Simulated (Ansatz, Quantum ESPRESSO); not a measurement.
# Au(111) with two reversed steps (an extrinsic fault): ballistic transmission, part 2 of 4

Aim: the zero-bias transmission with pwcond for this junction: Au(111) with two reversed steps (an extrinsic fault).

Quantum ESPRESSO 7.5; plane-wave DFT, PBE, JTH PAW pseudopotentials; cross-check by Ansatz 0.2.0 with PAW datasets.

So far. Step 2 (Ground state): The run needed 22 iterations to bring the estimated error under 1e-07 Ry; the largest force on any atom, held or free, is 0.03 eV/Å.

## (3) Transmission with pwcond.x

Level of this step: transmission by pwcond, lead and junction from one cell; plane-wave DFT, PBE, JTH PAW pseudopotentials (Quantum ESPRESSO).

prefixt takes both regions from one run: the lead from 0 to bdl, the scattering region from bdl to bds (units of alat). ikind = 1 puts the same lead on both sides. The program's T_tot counts both spins in a run without spin; the tables below give T per spin.

The input, cond.in:

```
&inputcond
  outdir = './out'
  prefixt = 'scf'
  tran_file = 'cond.dat'
  bdl = 2.4494897436
  bds = 13.0639452947
  ikind = 1
  ewind = 4.0
  epsproj = 1e-05
  nz1 = 7
  energy0 = 0.4
  denergy = -0.4
/
19
  0.00000000 0.00000000 0.00694444
  0.00000000 0.08333333 0.04166667
  0.00000000 0.16666667 0.04166667
  0.00000000 0.25000000 0.04166667
  0.00000000 0.33333333 0.04166667
  0.00000000 0.41666667 0.04166667
  0.00000000 0.50000000 0.02083333
  0.08333333 0.16666667 0.04166667
  0.08333333 0.25000000 0.08333333
  0.08333333 0.33333333 0.08333333
  0.08333333 0.41666667 0.08333333
  0.08333333 0.50000000 0.08333333
  0.16666667 0.33333333 0.04166667
  0.16666667 0.41666667 0.08333333
  0.16666667 0.50000000 0.08333333
  0.16666667 0.58333333 0.04166667
  0.25000000 0.50000000 0.04166667
  0.25000000 0.58333333 0.08333333
  0.33333333 0.66666667 0.01388889
3
```

Started as:

```sh
$ OMP_NUM_THREADS=1 mpirun -n 4 pwcond.x -in cond.in > cond.out
```

What it wrote:

```text
[banner, memory and clock lines left out]
Program PWCOND v.7.5 starts

          URL

     ./out/scf.save/
     file Au.GGA_PBE-JTH.UPF: wavefunction(s)  6S 0S 6P 0P 5D 0D renormalized

     IMPORTANT: XC functional enforced from input :
     Exchange-correlation= PBE
                           (   1   4   3   4   0   0   0)
     Any further DFT definition will be discarded
     Please, verify this is what you really want

     Reading collected, re-writing distributed wavefunctions

===== INPUT FILE containing all the regions =====

     GEOMETRY:

     lattice parameter (alat)  =       5.5721  a.u.
     the volume                =    1957.3332 (a.u.)^3
     the cross section         =      26.8887 (a.u.)^2
     l of the unit cell        =      13.0639 (alat)
     number of atoms/cell      =           16
     number of atomic types    =            1

     crystal axes: (cart. coord. in units of alat)
               a(1) = (  1.0000  0.0000  0.0000 )
               a(2) = (  0.5000  0.8660  0.0000 )
               a(3) = (  0.0000  0.0000 13.0639 )

   Cartesian axes

     site n.     atom                  positions (alat units)
          1        Au     tau(  1)=(  0.0000  0.0000 13.0639  )
          2        Au     tau(  2)=(  0.5000  0.2887  0.8165  )
          3        Au     tau(  3)=(  1.0000  0.5774  1.6330  )
          4        Au     tau(  4)=(  0.0000  0.0000  2.4495  )
          5        Au     tau(  5)=(  0.5000  0.2887  3.2660  )
          6        Au     tau(  6)=(  1.0000  0.5774  4.0825  )
          7        Au     tau(  7)=(  0.5000  0.2887  4.8990  )
          8        Au     tau(  8)=(  0.0000  0.0000  5.7155  )
          9        Au     tau(  9)=(  0.5000  0.2887  6.5320  )
         10        Au     tau( 10)=(  1.0000  0.5774  7.3485  )
         11        Au     tau( 11)=(  0.0000  0.0000  8.1650  )
         12        Au     tau( 12)=(  0.5000  0.2887  8.9815  )
         13        Au     tau( 13)=(  1.0000  0.5774  9.7980  )
         14        Au     tau( 14)=(  0.0000  0.0000 10.6145  )
         15        Au     tau( 15)=(  0.5000  0.2887 11.4310  )
         16        Au     tau( 16)=(  1.0000  0.5774 12.2474  )

     nr1s                      =           24
     nr2s                      =           24
     nr3s                      =          320
     nr1sx                     =           24
     nr2sx                     =           24
     nr3sx                     =          320
     nr1                       =           36
     nr2                       =           36
     nr3                       =          480
     nr1x                      =           36
     nr2x                      =           36
     nr3x                      =          480

 _______________________________
  Radii of nonlocal spheres:

     type       ibeta     ang. mom.          radius (alat units)
       Au         1         0                    0.4551
       Au         2         0                    0.4551
       Au         3         1                    0.4551
       Au         4         1                    0.4551
       Au         5         2                    0.4551
       Au         6         2                    0.4551
----- General information -----

--- T calc. with identical leads (ikind=1) ---

     nrx                       =           24
     nry                       =           24
     nz1                       =            7

     energy0               =         4.0E-01
     denergy               =        -4.0E-01
     nenergy               =          3
     ecut2d                =         4.5E+01
     ewind                 =         4.0E+00
     epsproj               =         1.0E-05

     number of k_|| points=   19
                       cryst. coord.
        k(    1) = (   0.0000000   0.0000000), wk =   0.0069444
        k(    2) = (   0.0000000   0.0833333), wk =   0.0416667
        k(    3) = (   0.0000000   0.1666667), wk =   0.0416667
        k(    4) = (   0.0000000   0.2500000), wk =   0.0416667
        k(    5) = (   0.0000000   0.3333333), wk =   0.0416667
        k(    6) = (   0.0000000   0.4166667), wk =   0.0416667
        k(    7) = (   0.0000000   0.5000000), wk =   0.0208333
        k(    8) = (   0.0833333   0.1666667), wk =   0.0416667
        k(    9) = (   0.0833333   0.2500000), wk =   0.0833333
        k(   10) = (   0.0833333   0.3333333), wk =   0.0833333
        k(   11) = (   0.0833333   0.4166667), wk =   0.0833333
        k(   12) = (   0.0833333   0.5000000), wk =   0.0833333
        k(   13) = (   0.1666667   0.3333333), wk =   0.0416667
        k(   14) = (   0.1666667   0.4166667), wk =   0.0833333
        k(   15) = (   0.1666667   0.5000000), wk =   0.0833333
        k(   16) = (   0.1666667   0.5833333), wk =   0.0416667
        k(   17) = (   0.2500000   0.5000000), wk =   0.0416667
        k(   18) = (   0.2500000   0.5833333), wk =   0.0833333
        k(   19) = (   0.3333333   0.6666667), wk =   0.0138889
----- Information about left/right lead -----

     nocros                   =           18
     noins                    =           36
     norb                     =           72
     norbf                    =          252
     nrz                      =           60

      iorb      type   ibeta   ang. mom.   m       position (alat)
        1        1       1        0        1   taunew(   1)=(  0.0000  0.0000  0.0000)
        2        1       2        0        1   taunew(   2)=(  0.0000  0.0000  0.0000)
        3        1       3        1        1   taunew(   3)=(  0.0000  0.0000  0.0000)
        4        1       3        1        2   taunew(   4)=(  0.0000  0.0000  0.0000)
        5        1       3        1        3   taunew(   5)=(  0.0000  0.0000  0.0000)
        6        1       4        1        1   taunew(   6)=(  0.0000  0.0000  0.0000)
        7        1       4        1        2   taunew(   7)=(  0.0000  0.0000  0.0000)
        8        1       4        1        3   taunew(   8)=(  0.0000  0.0000  0.0000)
        9        1       5        2        1   taunew(   9)=(  0.0000  0.0000  0.0000)
       10        1       5        2        2   taunew(  10)=(  0.0000  0.0000  0.0000)
       11        1       5        2        3   taunew(  11)=(  0.0000  0.0000  0.0000)
       12        1       5        2        4   taunew(  12)=(  0.0000  0.0000  0.0000)
       13        1       5        2        5   taunew(  13)=(  0.0000  0.0000  0.0000)
       14        1       6        2        1   taunew(  14)=(  0.0000  0.0000  0.0000)
       15        1       6        2        2   taunew(  15)=(  0.0000  0.0000  0.0000)
       16        1       6        2        3   taunew(  16)=(  0.0000  0.0000  0.0000)
[...]
188        1       4        1        3   taunew( 188)=(  0.0000  0.0000  8.1650)
      189        1       5        2        1   taunew( 189)=(  0.0000  0.0000  8.1650)
      190        1       5        2        2   taunew( 190)=(  0.0000  0.0000  8.1650)
      191        1       5        2        3   taunew( 191)=(  0.0000  0.0000  8.1650)
      192        1       5        2        4   taunew( 192)=(  0.0000  0.0000  8.1650)
      193        1       5        2        5   taunew( 193)=(  0.0000  0.0000  8.1650)
      194        1       6        2        1   taunew( 194)=(  0.0000  0.0000  8.1650)
      195        1       6        2        2   taunew( 195)=(  0.0000  0.0000  8.1650)
      196        1       6        2        3   taunew( 196)=(  0.0000  0.0000  8.1650)
      197        1       6        2        4   taunew( 197)=(  0.0000  0.0000  8.1650)
      198        1       6        2        5   taunew( 198)=(  0.0000  0.0000  8.1650)
      199        1       1        0        1   taunew( 199)=(  0.5000  0.2887  8.9815)
      200        1       2        0        1   taunew( 200)=(  0.5000  0.2887  8.9815)
      201        1       3        1        1   taunew( 201)=(  0.5000  0.2887  8.9815)
      202        1       3        1        2   taunew( 202)=(  0.5000  0.2887  8.9815)
      203        1       3        1        3   taunew( 203)=(  0.5000  0.2887  8.9815)
      204        1       4        1        1   taunew( 204)=(  0.5000  0.2887  8.9815)
      205        1       4        1        2   taunew( 205)=(  0.5000  0.2887  8.9815)
      206        1       4        1        3   taunew( 206)=(  0.5000  0.2887  8.9815)
      207        1       5        2        1   taunew( 207)=(  0.5000  0.2887  8.9815)
      208        1       5        2        2   taunew( 208)=(  0.5000  0.2887  8.9815)
      209        1       5        2        3   taunew( 209)=(  0.5000  0.2887  8.9815)
      210        1       5        2        4   taunew( 210)=(  0.5000  0.2887  8.9815)
      211        1       5        2        5   taunew( 211)=(  0.5000  0.2887  8.9815)
      212        1       6        2        1   taunew( 212)=(  0.5000  0.2887  8.9815)
      213        1       6        2        2   taunew( 213)=(  0.5000  0.2887  8.9815)
      214        1       6        2        3   taunew( 214)=(  0.5000  0.2887  8.9815)
      215        1       6        2        4   taunew( 215)=(  0.5000  0.2887  8.9815)
      216        1       6        2        5   taunew( 216)=(  0.5000  0.2887  8.9815)
      217        1       1        0        1   taunew( 217)=(  1.0000  0.5774  9.7980)
      218        1       2        0        1   taunew( 218)=(  1.0000  0.5774  9.7980)
      219        1       3        1        1   taunew( 219)=(  1.0000  0.5774  9.7980)
      220        1       3        1        2   taunew( 220)=(  1.0000  0.5774  9.7980)
      221        1       3        1        3   taunew( 221)=(  1.0000  0.5774  9.7980)
      222        1       4        1        1   taunew( 222)=(  1.0000  0.5774  9.7980)
      223        1       4        1        2   taunew( 223)=(  1.0000  0.5774  9.7980)
      224        1       4        1        3   taunew( 224)=(  1.0000  0.5774  9.7980)
      225        1       5        2        1   taunew( 225)=(  1.0000  0.5774  9.7980)
      226        1       5        2        2   taunew( 226)=(  1.0000  0.5774  9.7980)
      227        1       5        2        3   taunew( 227)=(  1.0000  0.5774  9.7980)
      228        1       5        2        4   taunew( 228)=(  1.0000  0.5774  9.7980)
      229        1       5        2        5   taunew( 229)=(  1.0000  0.5774  9.7980)
      230        1       6        2        1   taunew( 230)=(  1.0000  0.5774  9.7980)
      231        1       6        2        2   taunew( 231)=(  1.0000  0.5774  9.7980)
      232        1       6        2        3   taunew( 232)=(  1.0000  0.5774  9.7980)
      233        1       6        2        4   taunew( 233)=(  1.0000  0.5774  9.7980)
      234        1       6        2        5   taunew( 234)=(  1.0000  0.5774  9.7980)
      235        1       1        0        1   taunew( 235)=(  0.0000  0.0000 10.6145)
      236        1       2        0        1   taunew( 236)=(  0.0000  0.0000 10.6145)
      237        1       3        1        1   taunew( 237)=(  0.0000  0.0000 10.6145)
      238        1       3        1        2   taunew( 238)=(  0.0000  0.0000 10.6145)
      239        1       3        1        3   taunew( 239)=(  0.0000  0.0000 10.6145)
      240        1       4        1        1   taunew( 240)=(  0.0000  0.0000 10.6145)
      241        1       4        1        2   taunew( 241)=(  0.0000  0.0000 10.6145)
      242        1       4        1        3   taunew( 242)=(  0.0000  0.0000 10.6145)
      243        1       5        2        1   taunew( 243)=(  0.0000  0.0000 10.6145)
      244        1       5        2        2   taunew( 244)=(  0.0000  0.0000 10.6145)
      245        1       5        2        3   taunew( 245)=(  0.0000  0.0000 10.6145)
      246        1       5        2        4   taunew( 246)=(  0.0000  0.0000 10.6145)
      247        1       5        2        5   taunew( 247)=(  0.0000  0.0000 10.6145)
      248        1       6        2        1   taunew( 248)=(  0.0000  0.0000 10.6145)
      249        1       6        2        2   taunew( 249)=(  0.0000  0.0000 10.6145)
      250        1       6        2        3   taunew( 250)=(  0.0000  0.0000 10.6145)
      251        1       6        2        4   taunew( 251)=(  0.0000  0.0000 10.6145)
      252        1       6        2        5   taunew( 252)=(  0.0000  0.0000 10.6145)
 ngper, shell number =           91          12
 ngper, n2d =           91          64
---  E-Ef =    0.4000000  k =    0.0000000   0.0000000
---  ie =          1  ik =          1
 Nchannels of the left tip =            0
 Right moving states:
   k1(2pi/a)   k2(2pi/a)   E-Ef (eV)
 Left moving states:
   k1(2pi/a)   k2(2pi/a)   E-Ef (eV)

 to transmit
          E-Ef(ev), T =    0.4000000   0.0000000
---  E-Ef =    0.0000000  k =    0.0000000   0.0000000
---  ie =          2  ik =          1
 Nchannels of the left tip =            0
 Right moving states:
   k1(2pi/a)   k2(2pi/a)   E-Ef (eV)
 Left moving states:
   k1(2pi/a)   k2(2pi/a)   E-Ef (eV)

 to transmit
          E-Ef(ev), T =    0.0000000   0.0000000
---  E-Ef =   -0.4000000  k =    0.0000000   0.0000000
---  ie =          3  ik =          1
 Nchannels of the left tip =            0
 Right moving states:
   k1(2pi/a)   k2(2pi/a)   E-Ef (eV)
 Left moving states:
   k1(2pi/a)   k2(2pi/a)   E-Ef (eV)

 to transmit
          E-Ef(ev), T =   -0.4000000   0.0000000
 ngper, shell number =           93          52
 ngper, n2d =           93          64
[... further energies and points left out ...]
---  E-Ef =    0.4000000  k =    0.3333333   0.6666667
---  ie =          1  ik =         19
 Nchannels of the left tip =            0
 Right moving states:
   k1(2pi/a)   k2(2pi/a)   E-Ef (eV)
 Left moving states:
   k1(2pi/a)   k2(2pi/a)   E-Ef (eV)

 to transmit
          E-Ef(ev), T =    0.4000000   0.0000000
---  E-Ef =    0.0000000  k =    0.3333333   0.6666667
---  ie =          2  ik =         19
 Nchannels of the left tip =            0
 Right moving states:
   k1(2pi/a)   k2(2pi/a)   E-Ef (eV)
 Left moving states:
   k1(2pi/a)   k2(2pi/a)   E-Ef (eV)

 to transmit
          E-Ef(ev), T =    0.0000000   0.0000000
---  E-Ef =   -0.4000000  k =    0.3333333   0.6666667
---  ie =          3  ik =         19
 Nchannels of the left tip =            0
 Right moving states:
   k1(2pi/a)   k2(2pi/a)   E-Ef (eV)
 Left moving states:
   k1(2pi/a)   k2(2pi/a)   E-Ef (eV)

 to transmit
          E-Ef(ev), T =   -0.4000000   0.0000000
   T_tot     0.40000      0.15963E+01
   T_tot     0.00000      0.16979E+01
   T_tot    -0.40000      0.12714E+01

Note: The following floating-point exceptions are signalling: IEEE_UNDERFLOW_FLAG
Note: The following floating-point exceptions are signalling: IEEE_UNDERFLOW_FLAG
Note: The following floating-point exceptions are signalling: IEEE_UNDERFLOW_FLAG
Note: The following floating-point exceptions are signalling: IEEE_UNDERFLOW_FLAG
```

Run time: 97 s. Hardware: 4 MPI ranks of Arm Neoverse V2, shared host; peak memory 0.3 GiB; 6.4 min of CPU time.

Read from the output:

```
lead channels at the Fermi level, one spin : 0.8542
transmission at the Fermi level, one spin  : 0.8489
conductance                                : 0.8489 G₀
```

Per spin; mean over the k mesh across the current. The open channels, zone mean by energy, zero at the Fermi level:

```csv
energy (eV),"open channels, zone mean"
-0.400,0.729
0.000,0.854
0.400,0.812
```

Per spin; mean over the k mesh across the current. The transmission, zone mean by energy, zero at the Fermi level:

```csv
energy (eV),"transmission, zone mean"
-0.400,0.636
0.000,0.849
0.400,0.798
```

At 0.000 eV; k in fractions of b1, b2. Transmission by k point:

```csv
k1,k2,weight,t,channels
0,0,0.006944,0,0
0,0.08333,0.04167,1,1
0,0.1667,0.04167,1,1
0,0.25,0.04167,1,1
0,0.3333,0.04167,0.9998,1
0,0.4167,0.04167,0.9982,1
0,0.5,0.02083,0.7973,1
0.08333,0.1667,0.04167,1,1
0.08333,0.25,0.08333,1,1
0.08333,0.3333,0.08333,0.9998,1
0.08333,0.4167,0.08333,0.9993,1
0.08333,0.5,0.08333,0.9954,1
0.1667,0.3333,0.04167,0.9996,1
0.1667,0.4167,0.08333,0.9951,1
0.1667,0.5,0.08333,0.9999,1
0.1667,0.5833,0.04167,0,0
0.25,0.5,0.04167,0.9993,1
0.25,0.5833,0.08333,0,0
0.3333,0.6667,0.01389,0,0
```

The program's own clock; routines nest. Time by routine:

```csv
routine,wall time (s),calls
PWCOND,96.27,1
scatter_forw,85.01,114
local,4.82,19
compbs,3.41,57
compbs_2,2.82,57
init,1.22,1
poten,0.07,1
```

At no point does T exceed the number of channels.

(Continued in part 3 of 4.)

[Logs are printed without paths, hosts, clocks, repeated set-up lines and the standing remarks that a program may print on its own settings, such as how far it seeks lower states.]

[Hosts, paths, dates, database ids (printed as entryN), source tags and the programs' standing remarks are cut or masked in the printed files.]

[Maps of the electrostatic potential energy from Ansatz leave out the sawtooth potential of an applied field or a dipole correction, so their vacuum need not be flat; planar profiles and work functions include it.]
